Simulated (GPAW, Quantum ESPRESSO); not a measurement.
# Near-edge structure at the O K edge of HfO2 (Fm-3m), part 3 of 6

Do two independent programs agree on the O K edge of HfO2 (Fm-3m)? The same cell and functional are run with XSpectra and with GPAW.

Quantum ESPRESSO 7.5 and GPAW 26.7.0; core-hole supercells, plane-wave PAW PBE.

So far. Step 2 (The field without a hole (Quantum ESPRESSO)): The mesh shows a gap of 3.97 eV, so the hole is first treated in a charged cell, without the excited electron. Step 3 (Spectrum without a core hole, O atom 2 (Quantum …): Main maxima below 24 eV (height): 0.7 eV (1.23), 5.0 eV (2.33), 9.0 eV (1.43), 12.7 eV (1.22), 16.2 eV (0.91) and 22.2 eV (1.35).

### Step 8. Spectrum with FCH, O atom 2 (Quantum ESPRESSO)

Level of this step: X-ray absorption near-edge structure, plane-wave PAW PBE, one-electron final states by a Lanczos continued fraction (Quantum ESPRESSO).

The Lanczos recursion gives the spectrum without computing empty bands; each polarisation needs a run of its own on the full k mesh. xe0 is set between filled and empty states, and states below it are cut. The file of filecore holds the core orbital, taken from the hole-free data set.

xspectra.in reads:

```
&input_xspectra
   calculation='xanes_dipole', edge='K'
   prefix='x', outdir='tmp', xiabs=2, xe0=13.7903
   xonly_plot=.false., x_save_file='xanes.sav'
   xniter=3000, xcheck_conv=20, xerror=0.005
   xcoordcrys=.false., xepsilon(1)=1, xepsilon(2)=0, xepsilon(3)=0
/
&plot
   xnepoint=413, xemin=-10, xemax=45, terminator=.true., cut_occ_states=.true.
   xgamma=0.4
/
&pseudos
   filecore='../O.wfc'
/
&cut_occ
   cut_desmooth=0.1, cut_stepl=0.05, cut_stepu=0.05, cut_ierror=1e-5
/
4 5 5 0 0 0
```

xspectra_1.in, as its differences from xspectra.in of step 8:

```diff
@@ -5,3 +5,3 @@
    xniter=3000, xcheck_conv=20, xerror=0.005
-   xcoordcrys=.false., xepsilon(1)=1, xepsilon(2)=0, xepsilon(3)=0
+   xcoordcrys=.false., xepsilon(1)=0, xepsilon(2)=1, xepsilon(3)=0
 /
```

Launch:

```console
$ OMP_NUM_THREADS=1 mpirun --oversubscribe --bind-to none -np 4 xspectra.x -nk 4 -in xspectra.in > xspectra.out
```

The log of the run:

```text
     [... banner and references ...]
Reading input_file

     calculation: xanes_dipole

     xepsilon  [cartesian coordinates]:   1.000000   0.000000   0.000000

     xonly_plot: FALSE
        => complete calculation: Lanczos + spectrum plot

     filecore (core-wavefunction file): ../O.wfc

     main plot parameters:
        cut_occ_states: TRUE
        gamma_mode:  constant
        -> using xgamma [eV]:  0.40
        xemin [eV]: -10.00
        xemax [eV]:  45.00
        xnepoint:  413
        xe0 [eV]:  13.790300 (energy zero read in input file)

     WARNING: variable ef_r is obsolete

                      Reading SCF save directory: x.save

     tmp/x.save/

     Exchange-correlation= PBE
                           (   1   4   3   4   0   0   0)

     G-vector sticks info

                           Getting the Fermi energy

     From SCF save directory:
        ehomo [eV]:   11.8895 (highest occupied level)
        elumo [eV]:   15.6911 (lowest occupied level)
        ef    [eV]:   11.8895

     -> ef (in eV) will be written in x_save_file

                           Energy zero of the spectrum

     -> ef will NOT be used as energy zero of the spectrum
       (because xe0 read in input file)

     G-vector sticks info

     bravais-lattice index     =            0
     lattice parameter (alat)  =      11.8383  a.u.
     unit-cell volume          =    1354.6427 (a.u.)^3
     number of atoms/cell      =           18
     number of atomic types    =            3
     number of electrons       =       144.00
     number of Kohn-Sham states=           76
     kinetic-energy cutoff     =      50.0000  Ry
     charge density cutoff     =     360.0000  Ry
     Exchange-correlation= PBE
                           (   1   4   3   4   0   0   0)

     celldm(1)=  11.838322  celldm(2)=   0.000000  celldm(3)=   0.000000
     celldm(4)=   0.000000  celldm(5)=   0.000000  celldm(6)=   0.000000

     crystal axes: (cart. coord. in units of alat)
               a(1) = (   0.408248   0.816497  -0.408248 )
               a(2) = (   0.816497  -0.408248   0.408248 )
               a(3) = (   0.408248  -0.816497  -0.408248 )

     reciprocal axes: (cart. coord. in units 2 pi/alat)
               b(1) = (  0.612372  0.612372 -0.612372 )
               b(2) = (  0.816497 -0.000000  0.816497 )
               b(3) = (  0.204124 -0.612372 -1.020621 )

     PseudoPot. #1 for Hf:     Pseudo is Projector augmented-wave + core cor, Zval = 12.0

     ../pp/O.pbe-n-kjpaw-1sch.UPF
     Pseudo is Projector augmented-wave + core cor, Zval =  7.0
     Shape of augmentation charge: PSQ
     Using radial grid of 1095 points,  4 beta functions with:
                l(1) =   0
                l(2) =   0
                l(3) =   1
                l(4) =   1
     Q(r) pseudized with 0 coefficients

     ../pp/O.pbe-n-kjpaw.UPF
     Pseudo is Projector augmented-wave + core cor, Zval =  6.0
     Shape of augmentation charge: PSQ
     Using radial grid of 1095 points,  4 beta functions with:
                l(1) =   0
                l(2) =   0
                l(3) =   1
                l(4) =   1
     Q(r) pseudized with 0 coefficients

     atomic species   valence    mass     pseudopotential
     Hf               12.00     1.00000     Hf( 1.00)
     O0                7.00     1.00000     O ( 1.00)
     O                 6.00     1.00000     O ( 1.00)

      2 Sym. Ops. (no inversion) found

   Cartesian axes

     site n.     atom                  positions (alat units)
         1        Hf     tau(   1) = (   0.0000000   0.0000000   0.0000000  )
         2        Hf     tau(   2) = (   0.4082483   0.0000000  -0.4082483  )
         3        Hf     tau(   3) = (   0.4082483  -0.4082483  -0.0000000  )
         4        Hf     tau(   4) = (   0.8164966  -0.0000000  -0.0000000  )
         5        Hf     tau(   5) = (   0.8164966  -0.4082483  -0.4082483  )
         6        Hf     tau(   6) = (   0.8164966  -0.8164966  -0.0000000  )
         7        O0     tau(   7) = (   0.2041241   0.2041241  -0.2041241  )
[...]
17        O      tau(  17) = (   1.0206207  -0.2041241  -0.2041241  )
        18        O      tau(  18) = (   0.2041241  -0.2041241  -0.2041241  )

     number of k points=   100

     Number of k-points >= 100: set verbosity='high' to print them.

     Dense  grid:   156331 G-vectors     FFT dimensions: (  72,  72,  72)

     Smooth grid:    64819 G-vectors     FFT dimensions: (  54,  54,  54)

     The potential is recalculated from file :
     tmp/x.save/charge-density

     Starting wfcs are  108 atomic wfcs
     Checking if some PAW data can be deallocated...

               Reading core wavefunction file for the absorbing atom

     ../O.wfc successfully read

                              Attributing the PAW radii
                     for the absorbing atom [units: Bohr radius]

        PAW proj 1: r_paw(l= 0)= 1.95  (1.5*r_cut)
        PAW proj 2: r_paw(l= 0)= 1.95  (1.5*r_cut)
        PAW proj 3: r_paw(l= 1)= 2.03  (1.5*r_cut)
        PAW proj 4: r_paw(l= 1)= 2.03  (1.5*r_cut)

        NB: The calculation will not necessary use all these r_paw values.
            - For a edge in the electric-dipole approximation,
              only the r_paw(l=1) values are used.
            - For a K edge in the electric-quadrupole approximation,
              only the r_paw(l=2) values are used.

            - For a L2 or L3 edge in the electric-quadrupole approximation,

              all projectors (s, p and d) are used.

     init_gipaw_1: projectors nearly linearly dependent:
     ntyp =  1, l/n1/n2 =  1 2 1  0.99852334
     init_gipaw_1: projectors nearly linearly dependent:
     ntyp =  1, l/n1/n2 =  2 2 1  0.99895236

                          Starting XANES calculation
                     in the electric dipole approximation

     Method of calculation based on the Lanczos recursion algorithm
        - STEP 1: Construction of a kpoint-dependent Lanczos basis,
          in which the Hamiltonian is tridiagonal (each 'iter'
          corresponds to the calculation of one more Lanczos vector)
        - STEP 2: Calculation of the cross-section as a continued fraction
          averaged over the k-points.

     ... Begin STEP 1 ...

        Radial transition matrix element(s) used in the calculation of the
        initial vector of the Lanczos basis (|tilde{phi}_abs> normalized)
        | For PAW proj. (l=1) #1: radial matrix element =   0.158955460
        | For PAW proj. (l=1) #2: radial matrix element =   0.203554481

NB: the    25 k-point are not all listed below because npool=  4
        |-------------------------------------------------------------
        ! k-point #     1:  ( 0.0000,  0.0000,  0.0000),  0.0200,   1
        |-------------------------------------------------------------
 okvan= T
        |   Norm of the initial Lanczos vector: 0.10979386E+00
        |   Estimated error at iter     20:   1.00560617
        |   Estimated error at iter     40:   0.35906612
        |   Estimated error at iter     60:   0.36696820
        |   Estimated error at iter     80:   0.13800478
        |   Estimated error at iter    100:   0.17661388
[...]
!   => CONVERGED at iter    480 with error=  0.00399620
        |-------------------------------------------------------------
        ! k-point #     2:  ( 0.0408, -0.1225, -0.2041),  0.0200,   1
        |-------------------------------------------------------------
 okvan= T
        |   Norm of the initial Lanczos vector: 0.10979890E+00
[...]
!   => CONVERGED at iter    660 with error=  0.00490637
        |-------------------------------------------------------------
     [... 22 further k-points ...]
        ! k-point #    25:  ( 0.8165, -0.4899, -0.1633),  0.0200,   1
        |-------------------------------------------------------------
 okvan= T
        |   Norm of the initial Lanczos vector: 0.10979686E+00
[...]
|   Estimated error at iter    560:   0.01067690
        |   Estimated error at iter    580:   0.01034070
        |   Estimated error at iter    600:   0.01106063
        !   => CONVERGED at iter    620 with error=  0.00464081

     Results of STEP 1 successfully written in x_save_file
     x_save_file name:
     ->  xanes.sav
     x_save_file version:  2

     ... End STEP 1 ...

     ... Begin STEP 2 ...

     The spectrum is calculated using the following parameters:
        xe0 [eV]:   13.7903
        the occupied states are elimintate from the spectrum
        xemin [eV]: -10.00
        xemax [eV]:  45.00
        xnepoint:  413
        constant broadening parameter [eV]:    0.400
        Core level energy [eV]:  -543.1
         (from electron binding energy of neutral atoms in X-ray data booklet)

     Cross-section successfully written in xanes.dat

     ... End STEP 2 ...

                                END JOB XSpectra
```

Wall time 5.4 min (4 MPI ranks of Arm Neoverse V2, shared host); peak memory 0.23 GiB.

The O K spectrum, O atom 2, full core hole (charged cell) (energy from the lowest empty level; intensity scaled to a mean of 1 over the first 20 eV; the points at xe0, where the cut of filled states can leave a spike, are interpolated):

```
E (eV)  intensity
  -2.0       0.08
  -1.5       0.10
  -1.0       0.15
  -0.5       0.27
   0.0       0.66
   0.5       1.38
   1.0       0.88
   1.5       0.57
   2.0       0.51
   2.5       0.81
   3.0       1.69
   3.5       2.42
   4.0       2.62
   4.5       2.10
   5.0       1.67
   5.5       1.26
   6.0       1.07
   6.5       0.89
   7.0       0.79
   7.5       0.76
   8.0       0.95
   8.5       1.17
   9.0       1.18
   9.5       0.94
  10.0       0.68
  10.5       0.53
  11.0       0.63
  11.5       0.89
  12.0       1.08
  12.5       1.12
  13.0       1.03
  13.5       0.87
  14.0       0.82
  14.5       0.79
  15.0       0.73
  15.5       0.76
  16.0       0.84
  16.5       0.81
  17.0       0.78
  17.5       0.68
  18.0       0.62
  18.5       0.61
  19.0       0.60
  19.5       0.66
  20.0       0.78
  20.5       0.86
  21.0       0.93
  21.5       1.08
  22.0       1.22
  22.5       1.09
  23.0       0.87
  23.5       0.69
  24.0       0.59
  24.5       0.53
  25.0       0.46
  25.5       0.40
  26.0       0.44
  26.5       0.53
  27.0       0.46
  27.5       0.37
  28.0       0.38
  28.5       0.48
  29.0       0.61
  29.5       0.76
  30.0       0.75
  30.5       0.69
  31.0       0.57
  31.5       0.45
  32.0       0.39
```

Main maxima below 24 eV (height): 0.5 eV (1.39), 3.9 eV (2.67), 8.8 eV (1.20), 12.4 eV (1.12), 16.1 eV (0.85) and 22.0 eV (1.23). 

The hole costs E(hole) − E(ground) = 524.26 eV, and the lowest empty level of the hole cell lies at 15.69 eV, which puts the zero at 539.95 eV. One term is added: -8.91 eV, since the hole is spin-paired here and a spin-polarised one costs that much less in the free atom (computed apart). The photon energy is then 531.04 eV. The functional and the charged cell's background leave an error of a few eV in such absolute values.

### Step 9. Another broadening

The final state's lifetime shortens with energy, so measured features broaden above the edge; the saved Lanczos coefficients are redrawn with a width that grows.

xspectra_plot.in reads:

```
&input_xspectra
   calculation='xanes_dipole', edge='K'
   prefix='x', outdir='tmp', xiabs=2, xe0=13.7903
   xonly_plot=.true., x_save_file='xanes.sav'
   xniter=3000, xcheck_conv=20, xerror=0.005
   xcoordcrys=.false., xepsilon(1)=1, xepsilon(2)=0, xepsilon(3)=0
/
&plot
   xnepoint=413, xemin=-10, xemax=45, terminator=.true., cut_occ_states=.true.
   gamma_mode='variable', gamma_energy(1)=4, gamma_energy(2)=25, gamma_value(1)=0.3, gamma_value(2)=2.5
/
&pseudos
   filecore='../O.wfc'
/
&cut_occ
   cut_desmooth=0.1, cut_stepl=0.05, cut_stepu=0.05, cut_ierror=1e-5
/
4 5 5 0 0 0
```

Launch:

```console
$ OMP_NUM_THREADS=1 xspectra.x -in xspectra_plot.in > xspectra_plot.out
```

The log of the run:

```text
     [... banner and references ...]
Reading input_file
     -------------------------------------------------------------------------

     calculation: xanes_dipole

     xonly_plot: TRUE
        => only the spectrum plot

     main plot parameters:
        cut_occ_states: TRUE
        gamma_mode:  variable
        -> first, constant up to point ( 4.00, 0.30) [eV]
        -> then, linear up to point (25.00, 2.50) [eV]
        -> finally, constant up to xemax
        xemin [eV]: -10.00
        xemax [eV]:  45.00
        xnepoint:  413
[...]
xemin [eV]: -10.00
        xemax [eV]:  45.00
        xnepoint:  413
        energy-dependent broadening parameter:
         -> first, constant up to point ( 4.00, 0.30) [eV]
         -> then, linear up to point (25.00, 2.50) [eV]
         -> finally, constant up to xemax
        Core level energy [eV]:  -543.1
         (from electron binding energy of neutral atoms in X-ray data booklet)

     Cross-section successfully written in xanes.dat

     -------------------------------------------------------------------------
                                END JOB XSpectra
     -------------------------------------------------------------------------
[key lines of the parts left out:]
Fermi level [eV]:  11.8895
```

The job ended after 3.6 s (1 MPI rank; peak memory 0.05 GiB).

With a Lorentzian half width 0.3 eV up to 4 eV, rising linearly to 2.5 eV at 25 eV (counted from xe0, 1.9 eV below the zero used here), the maxima are 0.5 eV (1.69), 3.9 eV (2.52), 8.7 eV (1.01), 12.4 eV (0.91) and 21.3 eV (0.79).

### Step 10. Supercell with XCH, O atom 2 (Quantum ESPRESSO)

The holes are 6.3 Å apart. The excited electron is kept in the cell, where it fills the lowest empty states and screens the hole.

Changed against the first core-hole run: core hole to XCH.

scf.in reads:

```
&control
   calculation='scf', prefix='x', pseudo_dir='../pp', outdir='tmp', tprnfor=.true.
/
&system
   ibrav=0, nat=18, ntyp=3, nbnd=90
   ecutwfc=50, ecutrho=360
   occupations='smearing', smearing='gaussian', degauss=0.003
/
&electrons
   conv_thr=1.8e-07, electron_maxstep=120
   mixing_beta=0.5
/
ATOMIC_SPECIES
Hf 1.0 Hf.pbe-spn-kjpaw.UPF
O0 1.0 O.pbe-n-kjpaw-1sch.UPF
O 1.0 O.pbe-n-kjpaw.UPF
CELL_PARAMETERS angstrom
  2.55750000 5.11500000 -2.55750000
  5.11500000 -2.55750000 2.55750000
  2.55750000 -5.11500000 -2.55750000
ATOMIC_POSITIONS crystal
Hf   0.00000000 0.00000000 0.00000000
Hf   0.50000000 0.00000000 0.50000000
Hf   0.00000000 0.33333333 0.33333333
Hf   0.50000000 0.66666667 0.16666667
Hf   0.50000000 0.33333333 0.83333333
Hf   0.00000000 0.66666667 0.66666667
O0   0.37500000 0.00000000 0.12500000
O    0.87500000 0.00000000 0.62500000
O    0.37500000 0.33333333 0.45833333
O    0.87500000 0.66666667 0.29166667
O    0.87500000 0.33333333 0.95833333
O    0.37500000 0.66666667 0.79166667
O    0.12500000 0.33333333 0.70833333
O    0.62500000 0.33333333 0.20833333
O    0.12500000 0.66666667 0.04166667
O    0.62500000 0.00000000 0.87500000
O    0.62500000 0.66666667 0.54166667
O    0.12500000 0.00000000 0.37500000
K_POINTS automatic
3 4 4 0 0 0
```

Launch:

```console
$ OMP_NUM_THREADS=1 mpirun --oversubscribe --bind-to none -np 4 pw.x -nk 4 -in scf.in > scf.out
```

The log of the run:

```text
     [... banner and references ...]
[banner, memory and clock lines left out]
using ibrav=0 with symmetry is DISCOURAGED, use correct ibrav instead

     G-vector sticks info

     bravais-lattice index     =            0
     lattice parameter (alat)  =      11.8383  a.u.
     unit-cell volume          =    1354.6427 (a.u.)^3
     number of atoms/cell      =           18
     number of atomic types    =            3
     number of electrons       =       145.00
     number of Kohn-Sham states=           90
     kinetic-energy cutoff     =      50.0000  Ry
     charge density cutoff     =     360.0000  Ry
     scf convergence threshold =      1.8E-07
     mixing beta               =       0.5000
     number of iterations used =            8  plain     mixing
     Exchange-correlation= SLA  PW   PBX  PBC
                           (   1   4   3   4   0   0   0)

     celldm(1)=  11.838322  celldm(2)=   0.000000  celldm(3)=   0.000000
     celldm(4)=   0.000000  celldm(5)=   0.000000  celldm(6)=   0.000000

     crystal axes: (cart. coord. in units of alat)
               a(1) = (   0.408248   0.816497  -0.408248 )
               a(2) = (   0.816497  -0.408248   0.408248 )
               a(3) = (   0.408248  -0.816497  -0.408248 )

     reciprocal axes: (cart. coord. in units 2 pi/alat)
               b(1) = (  0.612372  0.612372 -0.612372 )
               b(2) = (  0.816497 -0.000000  0.816497 )
               b(3) = (  0.204124 -0.612372 -1.020621 )

     PseudoPot. #1 for Hf:     Pseudo is Projector augmented-wave + core cor, Zval = 12.0

     ../pp/O.pbe-n-kjpaw-1sch.UPF
     Pseudo is Projector augmented-wave + core cor, Zval =  7.0
[...]
iteration # 16     ecut=    50.00 Ry     beta= 0.50
     Davidson diagonalization with overlap
     ethr =  3.57E-10,  avg # of iterations =  4.9

     End of self-consistent calculation

          k = 0.0000 0.0000 0.0000 (  8101 PWs)   bands (ev):

   -49.2306 -49.2215 -49.2186 -49.2120 -49.0763 -49.0706 -18.2171 -18.0308
   -18.0192 -18.0083 -17.9112 -17.9082 -17.8793 -17.8481 -17.8417 -17.7725
   -17.7507 -17.7390 -17.7108 -17.6873 -17.6460 -17.6019 -17.5861 -17.5833
[...]
15.8574  15.8580  16.1242  16.2350  16.3810  16.4727  16.5717  16.6067
    16.9877  17.0774  17.2356  17.2780  17.2923  18.4596  18.8285  18.8411
    18.9202  19.0018

     [... bands of 16 further k-points ...]

     the Fermi energy is    15.9960 ev

!    total energy              =   -4690.27376606 Ry
     total all-electron energy =   -182711.290276 Ry
     estimated scf accuracy    <       0.00000012 Ry
     smearing contrib. (-TS)   =      -0.00055223 Ry
     internal energy E=F+TS    =   -4690.27321383 Ry

     The total energy is F=E-TS. E is the sum of the following terms:
     one-electron contribution =    -153.56296057 Ry
     hartree contribution      =     175.54461373 Ry
     xc contribution           =    -341.10982469 Ry
     ewald contribution        =    -816.09598100 Ry
     one-center paw contrib.   =   -3555.04906130 Ry

     convergence has been achieved in  16 iterations

     Forces acting on atoms (cartesian axes, Ry/au):

     atom    1 type  1   force =    -0.05851336   -0.06177219    0.05851336
     atom    2 type  1   force =     0.05849521   -0.06098155   -0.05849521
     atom    3 type  1   force =     0.00062972    0.00264488   -0.00225857
[...]
atom   17 type  3   force =    -0.00671883   -0.00680909    0.02356562
     atom   18 type  3   force =     0.00107490    0.03337935   -0.00107490

     Total force =     0.219868     Total SCF correction =     0.000161

     XML data file, charge density, pseudopotentials, collected wavefunctions
```

Elapsed: 3.3 min, on 4 MPI ranks; peak memory 0.36 GiB; 13 min of CPU time.

Energy with the hole: -2485913.746 eV, cores included.

### Step 11. Excitation energy, O atom 2 (Quantum ESPRESSO)

With the excited electron kept in the cell the system stays neutral, and the energy difference is an excitation energy by itself. In a small cell that electron takes up a good share of the lowest empty band, or all of one, which shifts the value from the true onset.

The total-energy difference is 540.17 eV. With the free-atom term of -8.91 eV for this edge, the photon energy is 531.26 eV.

(Part 3 of 6 ends here.)

[Banner, clock and machine lines of the logs are left out without a mark of their own.]

[Logs are printed without paths, hosts, clocks, repeated set-up lines and the standing remarks that a program may print on its own settings, such as how far it seeks lower states.]

[Hosts, paths, dates, database ids (printed as entryN), source tags and the programs' standing remarks are cut or masked in the printed files.]

[Lists of maxima count a maximum above −3 eV only where it reaches 4 % of the highest in the window and stands out from its surroundings by 2 % of it (1.5 % where it reaches 55 %); shoulders and weaker maxima are passed over, and of the rest the first, up to two pre-edge ones and the few strongest are named.]
